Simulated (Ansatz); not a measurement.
# A hypothetical structure for Ga3Mo

Starting from a made-up structure for Ga3Mo, the aim is the relaxed cell, its shortest contacts and, where a second run follows, its electronic structure.

Method: DFT, PBE, plane-wave PAW, files of the set soft_1, scalar-relativistic, no spin, cell and ions relaxed at zero pressure; PAW set soft_1, in Ansatz 0.2.0.

## (1) Set-up

The structure is tetragonal, space group I4/mmm (No. 139). Conventional cell: a = 3.807 Å, b = 3.807 Å, c = 9.179 Å, α = 90.00°, β = 90.00°, γ = 90.00°. Nearest to Mo lie 12 Ga at 2.69 to 2.98 Å. Nearest to Ga lie 8 Ga at 2.69 to 2.98 Å and 4 Mo at 2.98 Å. Ga has 4 Mo at 2.69 Å and 8 Ga at 2.98 Å nearest. Farther neighbours are not listed.

## (2) Relaxing cell and atoms

The guessed cell has no reason to be at equilibrium. It is relaxed with the atoms, within the space group of the guess.

File input.yaml:

```yaml
crystal:
  lattice:
    - [-1.9035, 1.9035, 4.5895]
    - [1.9035, -1.9035, 4.5895]
    - [1.9035, 1.9035, -4.5895]
  atoms:
    - { symbol: Mo, position: [0.0, 0.0, 0.0] }
    - { symbol: Ga, position: [0.25, 0.75, 0.5] }
    - { symbol: Ga, position: [0.75, 0.25, 0.5] }
    - { symbol: Ga, position: [0.5, 0.5, 0.0] }
kpoints:
  mp_grid: { grid: [10, 10, 10] }
scf:
  occupations: { method: fermi_dirac, width: 0.05 }
hamiltonian:
  xc: pbe
  pseudopotentials: { kind: paw, azcp: { folder: soft_1 } }
relax:
  f_tol: 0.015
  max_steps: 70
  cell: {}
output:
  forces: true
  stress: true
```

On the command line:

```
$ ansatz run input.yaml --threads 4 --pin off --max-ram 8192MiB --backend cpu --events-out ev --progress --plain --runs-dir out
```

Numbers of over 12 decimals in the logs are rounded to 6 here.

Log:

```text
Engine: ansatz 0.2.0, aarch64-unknown-linux-gnu
Pseudopotentials: kind: paw
Pseudopotential: Mo, paw, valence charge 14, recommended cutoff 420 eV (normal), soft_1/Mo.paw.azcp
Pseudopotential: Ga, paw, valence charge 13, recommended cutoff 420 eV (normal), soft_1/Ga.paw.azcp
Functional definition: PBE
  parameter kappa = 0.804
  parameter beta = 0.066725
  exchange = pbe_x(kappa = kappa, mu = beta*pi^2/3)
  correlation = pbe_c(beta = beta)
Crystal: 4 atoms, lattice volume = 66.517 Å³
Basis set: ecut = 420 eV, 1291 PW (Γ), exchange–correlation on 72×72×72 points (8 copies of the dense FFT grid, shifted against one another)
Bands: 32, of which v1, the nominal top of the filled ones, is band 27 counted from 1 (26 counted from 0)
Symmetry: 16 space group operations
Space group: I4/mmm (ITA 139), of the structure as read, at distance tolerance 4.1e-5 Å
k-points: 102 of 1000
Non-local potential: Mo, projectors of the file, l = 0: 3, l = 1: 2, l = 2: 2, l = 3: 1
Non-local potential: Ga, projectors of the file, l = 0: 2, l = 1: 2, l = 2: 3, l = 3: 1
PAW form: soft (Blöchl's): semilocal exchange-correlation on the pseudo side does not see the compensation charge
PAW one-centre angular grid: Mo, 590 points (default); XC on 64 Gauss nodes
PAW one-centre angular grid: Ga, 590 points (default); XC on 64 Gauss nodes
Initial density: superposition of atomic densities (chi_scale 0.1, normalization cell, long waves kept (reshape's long-wave potential 0.00 eV rms))
Initial wavefunctions: pseudopotential atomic-orbital guess
Functional: x = pbe(κ = 0.804, μ = 0.219515), c = pbe(β = 0.066725)
SCF iter   1: F=—  HF=-16307.144874 eV  |F-HF|=—  |Δ(HF+E_count)|=         —  Δρ=9.77e-2  dr2=1.22e1  ethr=3.10e-3  ⟨swp⟩=5.5  Hψ=11730  notcnv=0
preconditioner: auto → Kerker (q_TF=auto, 2.627 Å⁻¹)  [metal: Δε(μ)=0.018 eV  Ē_g=14.200 eV  σ=0.050 eV  W_gap=0.09  n_scr=14 (ndim 8)  ℏωp=30.5 eV  f_vac=0.000  D(μ)=1.71/eV (n_scr^D=10)]
SCF iter   2: F=—  HF=-16305.139363 eV  |F-HF|=—  |Δ(HF+E_count)|=    2.01e0  Δρ=2.71e-2  dr2=2.26e-1  ethr=3.10e-3  ⟨swp⟩=2.9  Hψ=7567  notcnv=0  defer=2
SCF iter   3: F=—  HF=-16305.130886 eV  |F-HF|=—  |Δ(HF+E_count)|=   8.48e-3  Δρ=1.76e-2  dr2=9.06e-2  ethr=4.27e-4  ⟨swp⟩=2.7  Hψ=5617  notcnv=0  defer=4
SCF iter   4: F=—  HF=-16305.139257 eV  |F-HF|=—  |Δ(HF+E_count)|=   8.37e-3  Δρ=4.25e-3  dr2=1.23e-2  ethr=1.71e-4  ⟨swp⟩=2.0  Hψ=6113  notcnv=0  defer=4
SCF iter   5: F=—  HF=-16305.128141 eV  |F-HF|=—  |Δ(HF+E_count)|=   1.11e-2  Δρ=1.45e-3  dr2=1.50e-3  ethr=2.33e-5  ⟨swp⟩=2.0  Hψ=6112  notcnv=0  defer=4
SCF iter   6: F=—  HF=-16305.128071 eV  |F-HF|=—  |Δ(HF+E_count)|=   7.05e-5  Δρ=5.68e-4  dr2=4.90e-4  ethr=2.82e-6  ⟨swp⟩=2.0  Hψ=5879  notcnv=0  defer=4
SCF iter   7: F=—  HF=-16305.128011 eV  |F-HF|=—  |Δ(HF+E_count)|=   5.97e-5  Δρ=8.63e-5  dr2=5.00e-6  ethr=9.24e-7  ⟨swp⟩=2.0  Hψ=3615  notcnv=0  defer=4
SCF iter   8: F=—  HF=-16305.128015 eV  |F-HF|=—  |Δ(HF+E_count)|=   4.11e-6  Δρ=2.34e-5  dr2=4.90e-7  ethr=9.44e-9  ⟨swp⟩=2.0  Hψ=5978  notcnv=0  defer=4
SCF iter   9: F=-16305.128015 eV  HF=-16305.128015 eV  |F-HF|=1.00e-7  |Δ(HF+E_count)|=   6.39e-8  Δρ=1.09e-5  dr2=8.47e-8  ethr=1.89e-10  ⟨swp⟩=4.5  Hψ=11897  notcnv=0
SCF 1 converged in 9 iterations: F = -16305.128015 eV  dr2 = 8.47e-8
  greatest PAW one-centre occupation: 0.999 electrons in one spin orbital (limit 2), on the Mo atom at site 0 (counted from 0), in its partial waves of l = 0
relax step   1: F+E_penalty+E_count = -16305.12801516 eV  Δ(F+E_penalty+E_count) = +0.000e0 eV  max|allowed force component| = 1.735e-18 eV/Å  Δτ_max = 0.0000 Å  P = -7.391 GPa  Ω = 66.517 Å³  (9 SCF iters, dr2 threshold 1.00e-7 eV, accepted)
Crystal: 4 atoms, lattice volume = 61.549 Å³
Basis set: ecut = 420 eV, 1203 PW (Γ), exchange–correlation on 72×72×72 points (8 copies of the dense FFT grid, shifted against one another)
Initial density: handed on by an earlier stage of this run
Initial wavefunctions: those handed on with the density
iter 1 solved again at ethr=1.63e-5 eV; its pass at ethr=3.10e-3 eV (dr2=8.65e-3 eV) is discarded
SCF iter   1: F=—  HF=-16305.298773 eV  |F-HF|=—  |Δ(HF+E_count)|=         —  Δρ=4.57e-3  dr2=8.74e-3  ethr=1.63e-5  ⟨swp⟩=2.0  Hψ=19986  notcnv=0
preconditioner: auto → Kerker (q_TF=auto, 2.661 Å⁻¹)  [metal: Δε(μ)=0.010 eV  Ē_g=14.102 eV  σ=0.050 eV  W_gap=0.05  n_scr=14 (ndim 8)  ℏωp=31.8 eV  f_vac=0.000  D(μ)=3.15/eV (n_scr^D=32)]
SCF iter   2: F=—  HF=-16305.298411 eV  |F-HF|=—  |Δ(HF+E_count)|=   3.62e-4  Δρ=2.89e-3  dr2=3.58e-3  ethr=1.63e-5  ⟨swp⟩=1.0  Hψ=3264  notcnv=0
SCF iter   3: F=—  HF=-16305.298228 eV  |F-HF|=—  |Δ(HF+E_count)|=   1.83e-4  Δρ=4.48e-4  dr2=1.08e-4  ethr=6.76e-6  ⟨swp⟩=2.2  Hψ=4608  notcnv=0
SCF iter   4: F=—  HF=-16305.298195 eV  |F-HF|=—  |Δ(HF+E_count)|=   3.27e-5  Δρ=1.89e-4  dr2=2.05e-5  ethr=2.05e-7  ⟨swp⟩=2.5  Hψ=6512  notcnv=0
SCF iter   5: F=—  HF=-16305.298187 eV  |F-HF|=—  |Δ(HF+E_count)|=   8.01e-6  Δρ=7.35e-5  dr2=3.65e-6  ethr=3.87e-8  ⟨swp⟩=2.0  Hψ=5344  notcnv=0
SCF iter   6: F=-16305.298186 eV  HF=-16305.298186 eV  |F-HF|=1.62e-7  |Δ(HF+E_count)|=   8.85e-7  Δρ=1.67e-5  dr2=1.89e-7  ethr=7.55e-10  ⟨swp⟩=4.1  Hψ=16139  notcnv=0
SCF 2 converged in 6 iterations: F = -16305.298186 eV  dr2 = 1.89e-7
relax step   2: F+E_penalty+E_count = -16305.29818605 eV  Δ(F+E_penalty+E_count) = -1.702e-1 eV  max|allowed force component| = 3.036e-18 eV/Å  Δτ_max = 0.0000 Å  P = +0.535 GPa  Ω = 61.549 Å³  energy of the carried Pulay correction = +1.771e-3 eV  (6 SCF iters, dr2 threshold 4.00e-7 eV, accepted)
Crystal: 4 atoms, lattice volume = 61.332 Å³
Basis set: ecut = 420 eV, 1195 PW (Γ), exchange–correlation on 72×72×72 points (8 copies of the dense FFT grid, shifted against one another)
iter 1 solved again at ethr=1.53e-6 eV; its pass at ethr=3.10e-3 eV (dr2=8.12e-4 eV) is discarded
SCF iter   1: F=—  HF=-16305.312429 eV  |F-HF|=—  |Δ(HF+E_count)|=         —  Δρ=1.61e-3  dr2=1.11e-3  ethr=1.53e-6  ⟨swp⟩=2.9  Hψ=20241  notcnv=0
preconditioner: auto → Kerker (q_TF=auto, 2.663 Å⁻¹)  [metal: Δε(μ)=0.006 eV  Ē_g=14.122 eV  σ=0.050 eV  W_gap=0.03  n_scr=14 (ndim 8)  ℏωp=31.8 eV  f_vac=0.000  D(μ)=3.32/eV (n_scr^D=32)]
SCF iter   2: F=—  HF=-16305.312351 eV  |F-HF|=—  |Δ(HF+E_count)|=   7.82e-5  Δρ=9.75e-4  dr2=4.61e-4  ethr=1.53e-6  ⟨swp⟩=1.0  Hψ=3264  notcnv=0
SCF iter   3: F=—  HF=-16305.312297 eV  |F-HF|=—  |Δ(HF+E_count)|=   5.36e-5  Δρ=1.29e-4  dr2=9.49e-6  ethr=8.70e-7  ⟨swp⟩=2.0  Hψ=3875  notcnv=0
SCF iter   4: F=—  HF=-16305.312299 eV  |F-HF|=—  |Δ(HF+E_count)|=   1.67e-6  Δρ=6.21e-5  dr2=1.63e-6  ethr=1.79e-8  ⟨swp⟩=2.0  Hψ=5944  notcnv=0
iter 5 did not close the SCF: its close was put off for the readings that it lacked (scf_convergence_deferred on its scf_iter line)
SCF iter   5: F=-16305.312297 eV  HF=-16305.312297 eV  |F-HF|=8.05e-8  |Δ(HF+E_count)|=   2.10e-6  Δρ=1.64e-5  dr2=1.72e-7  ethr=3.07e-9  ⟨swp⟩=3.2  Hψ=7790  notcnv=0
SCF iter   6: F=-16305.312297 eV  HF=-16305.312297 eV  |F-HF|=3.39e-9  |Δ(HF+E_count)|=   2.05e-9  Δρ=5.79e-6  dr2=1.63e-8  ethr=3.24e-10  ⟨swp⟩=3.1  Hψ=14468  notcnv=0
SCF 3 converged in 6 iterations: F = -16305.312297 eV  dr2 = 1.63e-8
relax step   3: F+E_penalty+E_count = -16305.31229705 eV  Δ(F+E_penalty+E_count) = -1.411e-2 eV  max|allowed force component| = 1.381e-30 eV/Å  Δτ_max = 0.0000 Å  P = +0.773 GPa  Ω = 61.332 Å³  energy of the carried Pulay correction = +1.839e-3 eV  (6 SCF iters, dr2 threshold 4.00e-7 eV, accepted)
Crystal: 4 atoms, lattice volume = 61.713 Å³
iter 1 solved again at ethr=1.98e-7 eV; its pass at ethr=3.10e-3 eV (dr2=1.05e-4 eV) is discarded
SCF iter   1: F=—  HF=-16305.313379 eV  |F-HF|=—  |Δ(HF+E_count)|=         —  Δρ=4.04e-4  dr2=8.77e-5  ethr=1.98e-7  ⟨swp⟩=3.0  Hψ=18428  notcnv=0
preconditioner: auto → Kerker (q_TF=auto, 2.660 Å⁻¹)  [metal: Δε(μ)=0.012 eV  Ē_g=14.095 eV  σ=0.050 eV  W_gap=0.06  n_scr=14 (ndim 8)  ℏωp=31.7 eV  f_vac=0.000  D(μ)=3.42/eV (n_scr^D=32)]
SCF iter   2: F=—  HF=-16305.313378 eV  |F-HF|=—  |Δ(HF+E_count)|=   5.86e-7  Δρ=2.40e-4  dr2=3.14e-5  ethr=1.65e-7  ⟨swp⟩=1.0  Hψ=3264  notcnv=0
SCF iter   3: F=—  HF=-16305.313378 eV  |F-HF|=—  |Δ(HF+E_count)|=   4.03e-7  Δρ=2.85e-5  dr2=4.70e-7  ethr=5.93e-8  ⟨swp⟩=2.0  Hψ=3716  notcnv=0
iter 4 did not close the SCF: its close was put off for the readings that it lacked (scf_convergence_deferred on its scf_iter line)
SCF iter   4: F=-16305.313378 eV  HF=-16305.313379 eV  |F-HF|=8.72e-8  |Δ(HF+E_count)|=   1.03e-7  Δρ=9.86e-6  dr2=6.90e-8  ethr=8.87e-10  ⟨swp⟩=2.0  Hψ=5973  notcnv=0
iter 5 did not close the SCF: its close was put off for the readings that it lacked (scf_convergence_deferred on its scf_iter line)
SCF iter   5: F=-16305.313379 eV  HF=-16305.313379 eV  |F-HF|=1.17e-8  |Δ(HF+E_count)|=   1.93e-8  Δρ=3.75e-6  dr2=9.19e-9  ethr=1.30e-10  ⟨swp⟩=2.1  Hψ=5838  notcnv=0
SCF iter   6: F=-16305.313379 eV  HF=-16305.313379 eV  |F-HF|=4.77e-10  |Δ(HF+E_count)|=   3.22e-9  Δρ=1.54e-6  dr2=1.27e-9  ethr=1.73e-11  ⟨swp⟩=2.4  Hψ=12143  notcnv=0
SCF 4 converged in 6 iterations: F = -16305.313379 eV  dr2 = 1.27e-9
relax step   4: F+E_penalty+E_count = -16305.31337855 eV  Δ(F+E_penalty+E_count) = -1.081e-3 eV  max|allowed force component| = 5.638e-18 eV/Å  Δτ_max = 0.0000 Å  P = -0.070 GPa  Ω = 61.713 Å³  energy of the carried Pulay correction = +1.690e-3 eV  (6 SCF iters, dr2 threshold 4.00e-7 eV, accepted)
Crystal: 4 atoms, lattice volume = 61.678 Å³
iter 1 solved again at ethr=1.23e-9 eV; its pass at ethr=3.10e-3 eV (dr2=6.52e-7 eV) is discarded
SCF iter   1: F=—  HF=-16305.313404 eV  |F-HF|=—  |Δ(HF+E_count)|=         —  Δρ=3.96e-5  dr2=6.68e-7  ethr=1.23e-9  ⟨swp⟩=3.0  Hψ=18220  notcnv=0
preconditioner: auto → Kerker (q_TF=auto, 2.660 Å⁻¹)  [metal: Δε(μ)=0.014 eV  Ē_g=14.098 eV  σ=0.050 eV  W_gap=0.07  n_scr=14 (ndim 8)  ℏωp=31.7 eV  f_vac=0.000  D(μ)=3.42/eV (n_scr^D=32)]
SCF iter   2: F=—  HF=-16305.313403 eV  |F-HF|=—  |Δ(HF+E_count)|=   8.93e-7  Δρ=2.51e-5  dr2=2.92e-7  ethr=1.23e-9  ⟨swp⟩=1.0  Hψ=3264  notcnv=0
iter 3 did not close the SCF: its close was put off for the readings that it lacked (scf_convergence_deferred on its scf_iter line)
SCF iter   3: F=-16305.313403 eV  HF=-16305.313403 eV  |F-HF|=6.21e-9  |Δ(HF+E_count)|=   1.60e-8  Δρ=3.32e-6  dr2=6.73e-9  ethr=5.51e-10  ⟨swp⟩=2.0  Hψ=4102  notcnv=0
iter 4 did not close the SCF: its close was put off for the readings that it lacked (scf_convergence_deferred on its scf_iter line)
SCF iter   4: F=-16305.313403 eV  HF=-16305.313403 eV  |F-HF|=3.40e-9  |Δ(HF+E_count)|=  4.40e-10  Δρ=1.60e-6  dr2=1.23e-9  ethr=1.27e-11  ⟨swp⟩=2.6  Hψ=7381  notcnv=0
iter 5 did not close the SCF: its close was put off for the readings that it lacked (scf_convergence_deferred on its scf_iter line)
SCF iter   5: F=-16305.313403 eV  HF=-16305.313403 eV  |F-HF|=3.27e-11  |Δ(HF+E_count)|=   1.23e-9  Δρ=4.66e-7  dr2=1.07e-10  ethr=2.32e-12  ⟨swp⟩=2.7  Hψ=6891  notcnv=0
SCF iter   6: F=-16305.313403 eV  HF=-16305.313403 eV  |F-HF|=3.64e-12  |Δ(HF+E_count)|=  1.09e-11  Δρ=1.37e-7  dr2=9.14e-12  ethr=1.00e-12  ⟨swp⟩=2.5  Hψ=9567  notcnv=0
SCF 5 converged in 6 iterations: F = -16305.313403 eV  dr2 = 9.14e-12
relax step   5: F+E_penalty+E_count = -16305.31340292 eV  Δ(F+E_penalty+E_count) = -2.438e-5 eV  max|allowed force component| = 2.168e-18 eV/Å  Δτ_max = 0.0000 Å  P = +0.002 GPa  Ω = 61.678 Å³  energy of the carried Pulay correction = +1.703e-3 eV  (6 SCF iters, dr2 threshold 3.06e-8 eV, accepted)
Initial wavefunctions: pseudopotential atomic-orbital guess (no wavefunctions were taken with the density)
iter 1 solved again at ethr=1.19e-8 eV; its pass at ethr=3.10e-3 eV (dr2=6.33e-6 eV) is discarded
SCF iter   1: F=—  HF=-16305.311637 eV  |F-HF|=—  |Δ(HF+E_count)|=         —  Δρ=1.58e-4  dr2=4.53e-6  ethr=1.19e-8  ⟨swp⟩=3.7  Hψ=21941  notcnv=0
SCF iter   2: F=—  HF=-16305.311636 eV  |F-HF|=—  |Δ(HF+E_count)|=   7.72e-7  Δρ=1.49e-4  dr2=5.74e-6  ethr=8.55e-9  ⟨swp⟩=2.0  Hψ=4842  notcnv=0
SCF iter   3: F=—  HF=-16305.311636 eV  |F-HF|=—  |Δ(HF+E_count)|=   1.37e-7  Δρ=2.85e-5  dr2=2.20e-7  ethr=8.55e-9  ⟨swp⟩=2.0  Hψ=5085  notcnv=0
SCF iter   4: F=—  HF=-16305.311635 eV  |F-HF|=—  |Δ(HF+E_count)|=   7.21e-7  Δρ=7.99e-6  dr2=2.49e-8  ethr=4.15e-10  ⟨swp⟩=2.0  Hψ=5530  notcnv=0
SCF iter   5: F=—  HF=-16305.311635 eV  |F-HF|=—  |Δ(HF+E_count)|=   8.09e-8  Δρ=1.81e-6  dr2=1.15e-9  ethr=4.70e-11  ⟨swp⟩=2.0  Hψ=5578  notcnv=0
SCF iter   6: F=—  HF=-16305.311635 eV  |F-HF|=—  |Δ(HF+E_count)|=  4.44e-10  Δρ=5.26e-7  dr2=1.15e-10  ethr=2.17e-12  ⟨swp⟩=2.0  Hψ=5564  notcnv=0
SCF iter   7: F=-16305.311635 eV  HF=-16305.311635 eV  |F-HF|=2.00e-11  |Δ(HF+E_count)|=  1.18e-10  Δρ=1.93e-7  dr2=1.75e-11  ethr=1.00e-12  ⟨swp⟩=4.9  Hψ=12739  notcnv=0
SCF 6 converged in 7 iterations: F = -16305.311635 eV  dr2 = 1.75e-11
relax step   6: F+E_penalty+E_count = -16305.31163540 eV  Δ(F+E_penalty+E_count) = +1.768e-3 eV  max|allowed force component| = 1.735e-18 eV/Å  Δτ_max = 0.0000 Å  P = +0.001 GPa  Ω = 61.678 Å³  stress off target by 1.80e-3 GPa  SCF on the basis re-selected at this cell (its energy is not comparable with the rows above)  (7 SCF iters)
basis re-selected at this cell: Δ(F+E_penalty+E_count) = +1.768e-3 eV, ΔP = -0.001 GPa vs the last step (what re-selecting the basis moved, of the pressure what is left beyond the Pulay correction that the steps carried, after the strain that the cell walked since its last selection, with what the two solves' SCF thresholds leave and, on support functions, any second-order correction that the steps lacked; it is no m [...]
SCF converged after 7 iterations
Free energy (F): -16305.311635 eV
Harris-Foulkes:  -16305.311635 eV  (|F-HF|=2.00e-11)
Internal energy: -16305.283557 eV  (E = F + TS)
E sigma→0 (E₀):  -16305.297596 eV
Entropy (-TS):   -0.028079 eV (-7.020 meV/atom)
Fermi energy:    15.252738 eV
--- Per-component energies (eV) ---
  E_band       = -58.124240
  E_kinetic    = 759.401863
  E_local      = -4108.698877  (includes V_loc(G=0)·N_el)
  E_nonlocal   = -129.862809
  E_hartree    = 2593.742151
  E_xc         = -367.480126
  E_vxc        = -389.483519  (∫ρ·V_xc dr)
  E_paw        = -9184.527615  (= ΣΔE_a)
  E_vpaw       = -1376.964846  (= ΣTr[D̂ρ^β])
  E_aug_tail   = -0.000524  (compensation charges beyond the density's cutoff)
  E_ewald      = -5867.857619
  E_smearing   = -0.028079  (= −TS)
  E_closure    = -0.000000  (closes the sum)
  Σ components = -16305.311635   (vs F -16305.311635, Δ=0.00e0)
--- Forces (eV/Å), atoms counted from 1 ---
  atom   1  Mo    -0.00000000     0.00000000     0.00000000
  atom   2  Ga    -0.00000000    -0.00000000     0.00000000
  atom   3  Ga     0.00000000     0.00000000     0.00000000
  atom   4  Ga    -0.00000000    -0.00000000     0.00000000
  max |Σ_I F_I| component: 1.59e-30 eV/Å
--- Stress (GPa, compression-positive) ---
        0.001802       0.000000      -0.000000
        0.000000       0.001802      -0.000000
        0.000000      -0.000000       0.000241
  P = ⅓ Tr σ = 0.0013 GPa (0.013 kbar)
--- Relaxed structure (5 steps of the walk, 5 accepted, 1 SCFs on fresh bases) ---
  F+E_penalty+E_count = -16305.31163540 eV   max|allowed force component| = 1.735e-18 eV/Å   (the final SCF, on the basis selected at the relaxed cell)
  cell:  # Å, volume = 61.6780 Å³
    - [-1.897858, 1.897858, 4.280975]
    - [1.897858, -1.897858, 4.280975]
    - [1.897858, 1.897858, -4.280975]
  atoms:
    - { symbol: Mo, position: [0, 0, 0] }
    - { symbol: Ga, position: [0.25, 0.750000, 0.5] }
    - { symbol: Ga, position: [0.750000, 0.25, 0.5] }
    - { symbol: Ga, position: [0.500000, 0.500000, 0] }
```

Wall time 15 s (4 threads of Arm Neoverse V2, shared host); peak memory 0.5 GiB; 58 s of CPU time.

The steps of the relaxation:

```csv
step,energy less that of the first step (eV),largest force component (eV/Å),pressure (GPa),volume (Å³)
1,0.0000,0.0000,-7.39,66.52
2,-0.1702,0.0000,0.54,61.55
3,-0.1843,0.0000,0.77,61.33
4,-0.1854,0.0000,-0.07,61.71
5,-0.1854,0.0000,0.00,61.68
6*,-0.1836,0.0000,0.00,61.68
```

Relaxation steps marked * repeat the geometry before them on a plane-wave basis chosen anew for their cell, so energy and pressure can jump there.

The run keeps the 16 symmetry operations that it works with, so distortions that break them were not tested.

```csv
"conventional cell, symmetrised",before,after,change
a (Å),3.807,3.796,-0.3 %
b (Å),3.807,3.796,-0.3 %
c (Å),9.179,8.562,-6.7 %
volume (Å³/atom),16.63,15.42,-7.3 %
```

The relaxed structure:

```xyz
4
Lattice="-1.8979 1.8979 4.2810 1.8979 -1.8979 4.2810 1.8979 1.8979 -4.2810" Properties=species:S:1:pos:R:3 pbc="T T T"
Mo    0.0000    0.0000    0.0000
Ga    1.8979    0.0000    2.1405
Ga    0.0000    1.8979    2.1405
Ga    0.0000    0.0000    4.2810
```

This step gave:

```yaml
free_energy: -16305.3116 eV
energy_at_zero_smearing: -16305.2976 eV
smearing_term_ts: 0.02808 eV
fermi_energy: 15.25 eV
electrons: 53
symmetry_operations: 16
pressure: 0.001282 GPa
```

The shortest distance of each pair, which need not be the same contact before and after:

```csv
pair,guess (Å),relaxed (Å)
Ga–Ga,2.692,2.684
Ga–Mo,2.692,2.684
Mo–Mo,3.807,3.796
```

The relaxation ends with a pressure of 0.00 GPa.

## (3) Summary of results

| Property | Result |
| --- | --- |
| space group, relaxed | I4/mmm |
| conventional cell | a = 3.796, b = 3.796, c = 8.562 Å; α = 90.0°, β = 90.0°, γ = 90.0° |
| volume per atom | 15.42 Å³ (guess 16.63) |

Ga3Mo relaxes to I4/mmm with a = 3.796, b = 3.796 and c = 8.562 Å. The guessed volume was 8 % too large. The space group I4/mmm was held in the relaxation, so the end point is a stationary structure within it and may be a saddle against distortions or other arrangements. Mesh and cutoff weren't tested. No dispersion term is used, so weakly bound directions may come out too long. The runs have no spin, and magnetism wasn't tested. Nothing here tests whether the compound is stable against decomposition.

[Logs are printed without paths, hosts, clocks, repeated set-up lines and the standing remarks that a program may print on its own settings, such as how far it seeks lower states.]

[Hosts, paths, dates, database ids (printed as entryN), source tags and the programs' standing remarks are cut or masked in the printed files.]
